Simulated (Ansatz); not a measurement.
## Formation energy and levels of the substitutional impurity Hf_Sn in SnO2 (P4_2/mnm)

Charge states of Hf_Sn in SnO2 (P4_2/mnm), set against the band edges. Model: a cell of 72 host atoms with 1 Sn taken out and 1 Hf put in.

Main program and level: Ansatz 0.2.0; place-levels on r2SCAN runs: charge-transition levels and formation energies with image-charge correction and potential alignment at the atomic sites; PAW set soft_1.

**Measured values to reproduce.**

“Tunable Transparent Conductors Based on SnO2: Theoretical and Experimental Studies of Codoping” (2024, pmc:11656248) quotes from earlier work for SnO2, rutile (undoped SnO2, value from earlier experiment): band gap (band gap of undoped SnO2, quoted experimental value) about 3.6 eV [Literature value quoted in passing in the theory part as a benchmark; sample form …].

This is a report of a sequence of runs, with most program output left out.

### Step 1. The structure

The cell holds 72 atoms: 23 Sn, 48 O and 1 Hf. Cell: a = 9.516 Å, b = 9.516 Å, c = 9.602 Å, α = 90.0°, β = 90.0°, γ = 90.0°. It derives from SnO2 (space group P4_2/mnm). Nearest the centre at fractional (0.500, 0.500, 0.667): Hf68 at 0.00 Å, O71 at 2.06 Å, O18 at 2.06 Å, O28 at 2.07 Å, O45 at 2.07 Å, O34 at 2.07 Å, O51 at 2.07 Å, Sn62 at 3.20 Å.

Coordinates:

The host's dielectric constants go in as inputs: (4.60, 4.60, 4.91) for the electrons alone, (13.48, 13.48, 10.42) with the ions, from a response run on this crystal (DFPT, PBEsol) at that run's own cell.

The cell's shortest repeat is 9.5 Å.

### Step 2. Charge states

A transition level is the Fermi level at which two charge states cost the same, so each charge needs its own total energy, at its own relaxed structure.

Random displacements of about 0.05 Å break the site symmetry at the start, so that the relaxation can reach a distorted minimum if there is one. Forces are taken at one point at (¼, ¼, ¼). The cell holds 1 electron more than the neutral one, with a uniform background that keeps it neutral on the whole. The electron count is odd, so at least one spin is unpaired; this run locks the moment at 1 μB.

The sampling was tested on the host first: at the k-points planned (1x1x1 shifted 0.25 0.25 0.25) its energy lies 0.000 eV an atom from the dense-mesh value, under the bound of 0.02 eV set for this test; that bounds the host's error, not the defect's.

One of the inputs; charge, spin and start change from state to state.

The input, qm1_M1.relax/input.yaml:

```yaml
crystal:
  lattice:
    - [4.75775154, 0.0, 0.0]
    - [0.0, 4.75775154, 0.0]
    - [0.0, 0.0, 3.20068146]
  atoms:
    - { symbol: Sn, position: [0.5, 0.5, 0.5] }
    - { symbol: Sn, position: [0.0, 0.0, 0.0] }
    - { symbol: O, position: [0.19405723, 0.80594277, 0.5] }
    - { symbol: O, position: [0.80594277, 0.19405723, 0.5] }
    - { symbol: O, position: [0.30594277, 0.30594277, 0.0] }
    - { symbol: O, position: [0.69405723, 0.69405723, 0.0] }
  supercell: [2, 2, 3]
  defects: [{ substitution: { at: 67, symbol: Hf } }]
total_charge: -1
basis:
  ecutwfc: 500
  xc_grid: 2
hamiltonian:
  xc: r2scan
  pseudopotentials: { kind: paw, azcp: { folder: soft_1 } }
kpoints:
  mp_grid: { grid: [1, 1, 1], shift: [0.25, 0.25, 0.25] }
magnetization:
  spin_polarized: true
  initial_magnetization: 1
  spin_locking: { lock_magnetization: hard }
scf:
  occupations: { method: fixed }
  max_iter: 60
output:
  forces: true
  charged_corrections: { epsilon: [4.6, 4.6, 4.91], static_epsilon: [13.48, 13.48, 10.42] }
relax:
  f_tol: 0.02
  max_steps: 80
  random_displacement: { amplitude: 0.05, seed: 860 }
checkpoint:
  write: "../qm1_M1.relax.run"
  compress: false
  write_wavefunctions: true
  write_every: 100000
```

Run with:

```bash
> ansatz run input.yaml --threads 4 --pin off --max-ram 15073MiB --backend cpu --events-out ev --progress --plain --runs-dir out
```

Defect states can disperse in a cell of this size, so the energy is taken again at a 2×2×2 shifted mesh, on the relaxed structure.

The run of this state that the levels use, under r2SCAN:

The input, qm1_M1.point/input.yaml:

```yaml
crystal:
  checkpoint: "../qm1_M1.relax.run"
  host: checkpoint
total_charge: -1
basis:
  ecutwfc: 500
  xc_grid: 2
hamiltonian:
  xc: r2scan
  pseudopotentials: { kind: paw, azcp: { folder: soft_1 } }
kpoints:
  mp_grid: { grid: [2, 2, 2], shift: [0.5, 0.5, 0.5] }
magnetization:
  spin_polarized: true
  initial_magnetization: 1
  spin_locking: { lock_magnetization: hard }
scf:
  occupations: { method: fermi_dirac, width: 0.01 }
  max_iter: 60
output:
  forces: true
  eigenvalues: true
  charged_corrections:
    epsilon: [4.6, 4.6, 4.91]
    static_epsilon: [13.48, 13.48, 10.42]
    defect_position: [0.5, 0.5, 0.666667]
  eigenstates: { localisation: true }
  populations: true
  efg: {}
  band_densities: [{ bands: [v1, v1] }, { bands: [c1, c1] }]
  write_density: true
  write_potential: true
  volumetric_format: npy
  elf: true
checkpoint:
  read: "../qm1_M1.relax.run"
  write: "../qm1_M1.point.run"
  compress: false
  write_wavefunctions: false
  write_every: 100000
```

Relaxations under r2SCAN at one point at (¼, ¼, ¼); times on 4 threads of Arm Neoverse V1, shared host:

```csv
charge,moment (μB),occupations,outcome,steps,largest displacement against the far atoms (Å),time
−1,1,fixed,converged,4,0.01,6 min
0,0,fixed,converged,4,0.02,2.9 min
+1,1,fixed,converged,4,0.02,6.3 min
```

Single points under r2SCAN at a 2×2×2 shifted mesh; times on 4 threads of Arm Neoverse V1, shared host:

```csv
charge,moment (μB),occupations,outcome,time
−1,1,fermi-dirac,converged,8.2 min
0,0,fermi-dirac,converged,3.2 min
+1,1,fermi-dirac,converged,7.8 min
```

Distances (Å) from Hf68 to the nearest atoms after relaxation with r2SCAN:

```csv
charge,moment (μB),1.,2.,3.,4.,5.,6.
−1,1,O 2.07,O 2.07,O 2.08,O 2.08,O 2.08,O 2.08
0,0,O 2.08,O 2.08,O 2.08,O 2.08,O 2.08,O 2.08
+1,1,O 2.08,O 2.08,O 2.08,O 2.08,O 2.08,O 2.08
```

### Step 3. Placing the levels, r2SCAN

A charged cell interacts with its images and the background, and its potential has another zero than the host's. place-levels removes the first by a point-charge model, screened by the static dielectric constant since the ions have relaxed around the charge, and the second by comparing potentials at atoms far from the defect.

The host is a run of the defect-free crystal in the same cutoffs, grids and k-points, so that basis and sampling errors cancel in part in the differences. The host is run in a cell of 6 atoms on a matching mesh. Its band edges are searched through the zone by a band path, so the gap is smaller than, or equal to, that on the mesh. Chemical potentials are energies per atom of Sn (alpha-Sn (diamond)) and Hf (hcp), run with the same functional and cutoff.

The input, levels.point.yaml:

```yaml
host:
  run: host.point.run
states: [qm1_M1.point.run, q0.point.run, qp1_M1.point.run]
geometry_from:
  qm1_M1.point.run: qm1_M1.relax.run
  q0.point.run: q0.relax.run
  qp1_M1.point.run: qp1_M1.relax.run
  host.point.run: host.relax.run
chemical_potentials:
  Sn:
    energy: -6038.703821
    dataset: <sha256 of the dataset>
  Hf:
    energy: -15733.791958
    dataset: "<sha256 of the dataset>"
epsilon: [4.6, 4.6, 4.91]
static_epsilon: [13.48, 13.48, 10.42]
vertical:
  - { from: qm1_M1.point.run, to: qm1_M1.point_neutral.run }
  - { from: qp1_M1.point.run, to: qp1_M1.point_neutral.run }
```

Run with:

```bash
> ansatz place-levels levels.point.yaml -- --threads 4 --pin off --max-ram 15073MiB
```

Elapsed: 0.38 s, on 4 threads of Arm Neoverse V1, shared host.

Levels between the charges placed, in eV above the valence top:

```csv
,gap (eV),(+1/0),(0/−1)
r2SCAN,1.80,0.00,1.81
```

Corrections by state:

```csv
charge,moment (μB),image terms and alignment (eV),band filling (eV),ε used,"over the lowest of its charge, as the program ranks them, band filling apart (eV)"
+1,1.0,0.190,-0.237,"principal values (10.42, 13.48, 13.48)",0.000
0,0.0,0.000,-,-,0.000
−1,1.0,-0.038,-1.217,"principal values (10.42, 13.48, 13.48)",0.000
```

The charged structures listed were also run neutral, and place-levels reads from each pair, by the potential or the spins, how wide the charge is by which they differ; that can be the carrier of either run.

```csv
charge,rms radius (Å),spread where it is widest against the cell (Å),wide from (Å),reading
+1,8.0,4.64,1.66,wide
−1,6.6,3.92,1.66,wide
```

The neutral runs of these pairs need not share the spin of the lowest neutral state, and very wide values only mean spread over the cell.

From the program's caveats on the states, each cut to its opening words:

- charge +1 (1 μB): it parts from the run at its places by a charge that spreads by about 4.6 Å along one vector (1.7 Å or more is wide), by its potential at epsilon [4.6, 4.6, [...]
- charge +1 (1 μB): a band-filling correction moves a carrier to the host's band edge, which changes its energy by -0.237 eV
- charge +1 (1 μB), −1 (1 μB): flagged: stability check not made
- charge −1 (1 μB): it parts from the run at its places by a charge that spreads by about 3.9 Å along one vector (1.7 Å or more is wide), by its potential at epsilon [4.6, 4.6, [...]
- charge −1 (1 μB): a band-filling correction moves a carrier to the host's band edge, which changes its energy by -1.217 eV

The host's formation energy from the elements is -1.867 eV per atom; it sets how far the chemical potentials can move.

Formation energies (eV), O-rich (Δμ(O) = 0.00 eV, Δμ(Sn) = -5.60 eV, Δμ(Hf) = 0.00 eV):

```csv
charge,Fermi level at the valence top,at the conduction bottom
+1,-11.07,-9.27
0,-11.07,-11.07
−1,-9.26,-11.06
```

Formation energies (eV), Sn-rich (Δμ(Sn) = 0.00 eV, Δμ(O) = -2.80 eV, Δμ(Hf) = 0.00 eV):

```csv
charge,Fermi level at the valence top,at the conduction bottom
+1,-5.47,-3.67
0,-5.47,-5.47
−1,-3.66,-5.46
```

### Step 4. The same at the relaxations' own k-points

The relaxations' own energies give the levels at their sampling, for comparison.

The input, levels.relax_mesh.yaml:

```yaml
host:
  run: host.relax.run
states: [qm1_M1.relax.run, q0.relax.run, qp1_M1.relax.run]
chemical_potentials:
  Sn:
    energy: -6038.703821
    dataset: <sha256 of the dataset>
  Hf:
    energy: -15733.791958
    dataset: "<sha256 of the dataset>"
```

Run with:

```bash
> ansatz place-levels levels.relax_mesh.yaml -- --threads 4 --pin off --max-ram 15073MiB
```

The job ended after 0.12 s (4 threads).

Levels between neighbouring charges, in eV above the valence top:

```csv
,gap (eV),(+1/0),(0/−1)
"one point at (¼, ¼, ¼)",1.80,-0.01,1.81
a 2×2×2 shifted mesh,1.80,0.00,1.81
```

Going from one point at (¼, ¼, ¼) to a 2×2×2 shifted mesh moves formation energies against the elements by up to 0.00 eV; band-filling terms, which differ between samplings, are in these energies.

### Step 5. Summary of results

* gap of the host: 1.80 eV (r2SCAN)
* level (plus 1/0): 0.00 eV below the valence top (-0.24 eV above the valence top without the band-filling term)
* level (0/minus 1): 1.81 eV above the valence top, past the conduction bottom (3.03 eV above the valence top without the band-filling term)
* lowest of the charges placed, just above the valence top (0.02 eV): 0
* lowest of the charges placed, just below the conduction bottom (0.02 eV): 0
* lowest formation energy at mid-gap of the charges run, O-rich: -11.07 eV
* lowest formation energy at mid-gap of the charges run, Sn-rich: -5.47 eV

In words: Of the charges placed (−1, 0 and +1), 0 is the lowest from 0.02 eV above the valence top to 0.02 eV below the conduction bottom, a gap of 1.80 eV. States placed: +1 at 1 μB; 0 at 0 μB; −1 at 1 μB. Other spin states or structures, where not listed, weren't placed. The program finds carriers beyond a band edge of the host and adds a band-filling term at charge −1 (-1.22 eV) and +1 (-0.24 eV); steps to such a charge show no bound level, and a defect level inside a band would be read the same way. Hf is taken at its element; compounds, which aren't counted here, bound the chemical potentials and would shift these formation energies. The lowest formation energy (O-rich and Sn-rich) is negative across the gap, so the defect would form by itself: these chemical potentials lie beyond what competing compounds allow, or the host is unstable against it. Going from one point at (¼, ¼, ¼) to a 2×2×2 shifted mesh moves formation energies against the elements by up to 0.00 eV; band-filling terms, which differ between samplings, are in these energies. Limits: r2SCAN makes the gap too small and tends to spread out bound carriers; where a gas molecule sets a chemical potential or the host's formation energy, its binding is uncorrected; spin–orbit coupling, which can matter with heavy atoms, is left out.

Computed beside measured:

```
                             quantity  measured           r2SCAN
band gap (least gap of the host) (eV)       3.6  1.80 (-1.80 eV)
```

Measured values from pmc:11656248 (2024).

Verdict: The band gap is off by -1.80 eV. Local and semilocal functionals usually give gaps below the measured ones. Spin-orbit coupling, left out here, can change the gap with such heavy elements. Zero-point and thermal motion shift the measured gap.

[Logs are printed without paths, hosts, clocks, repeated set-up lines and the standing remarks that a program may print on its own settings, such as how far it seeks lower states.]

[Hosts, paths, dates, database ids (printed as entryN), source tags and the programs' standing remarks are cut or masked in the printed files.]

[Where a table of states has a column of steps, it counts the stored structures, which are thinned; the runs took as many ionic steps or more.]

[A defect's name tells the site on which it was built; relaxed atoms can leave that site.]

[For some hosts the program warned that the k-mesh of the response run may be too coarse for force constants and the static dielectric constant; such warnings are not shown here.]
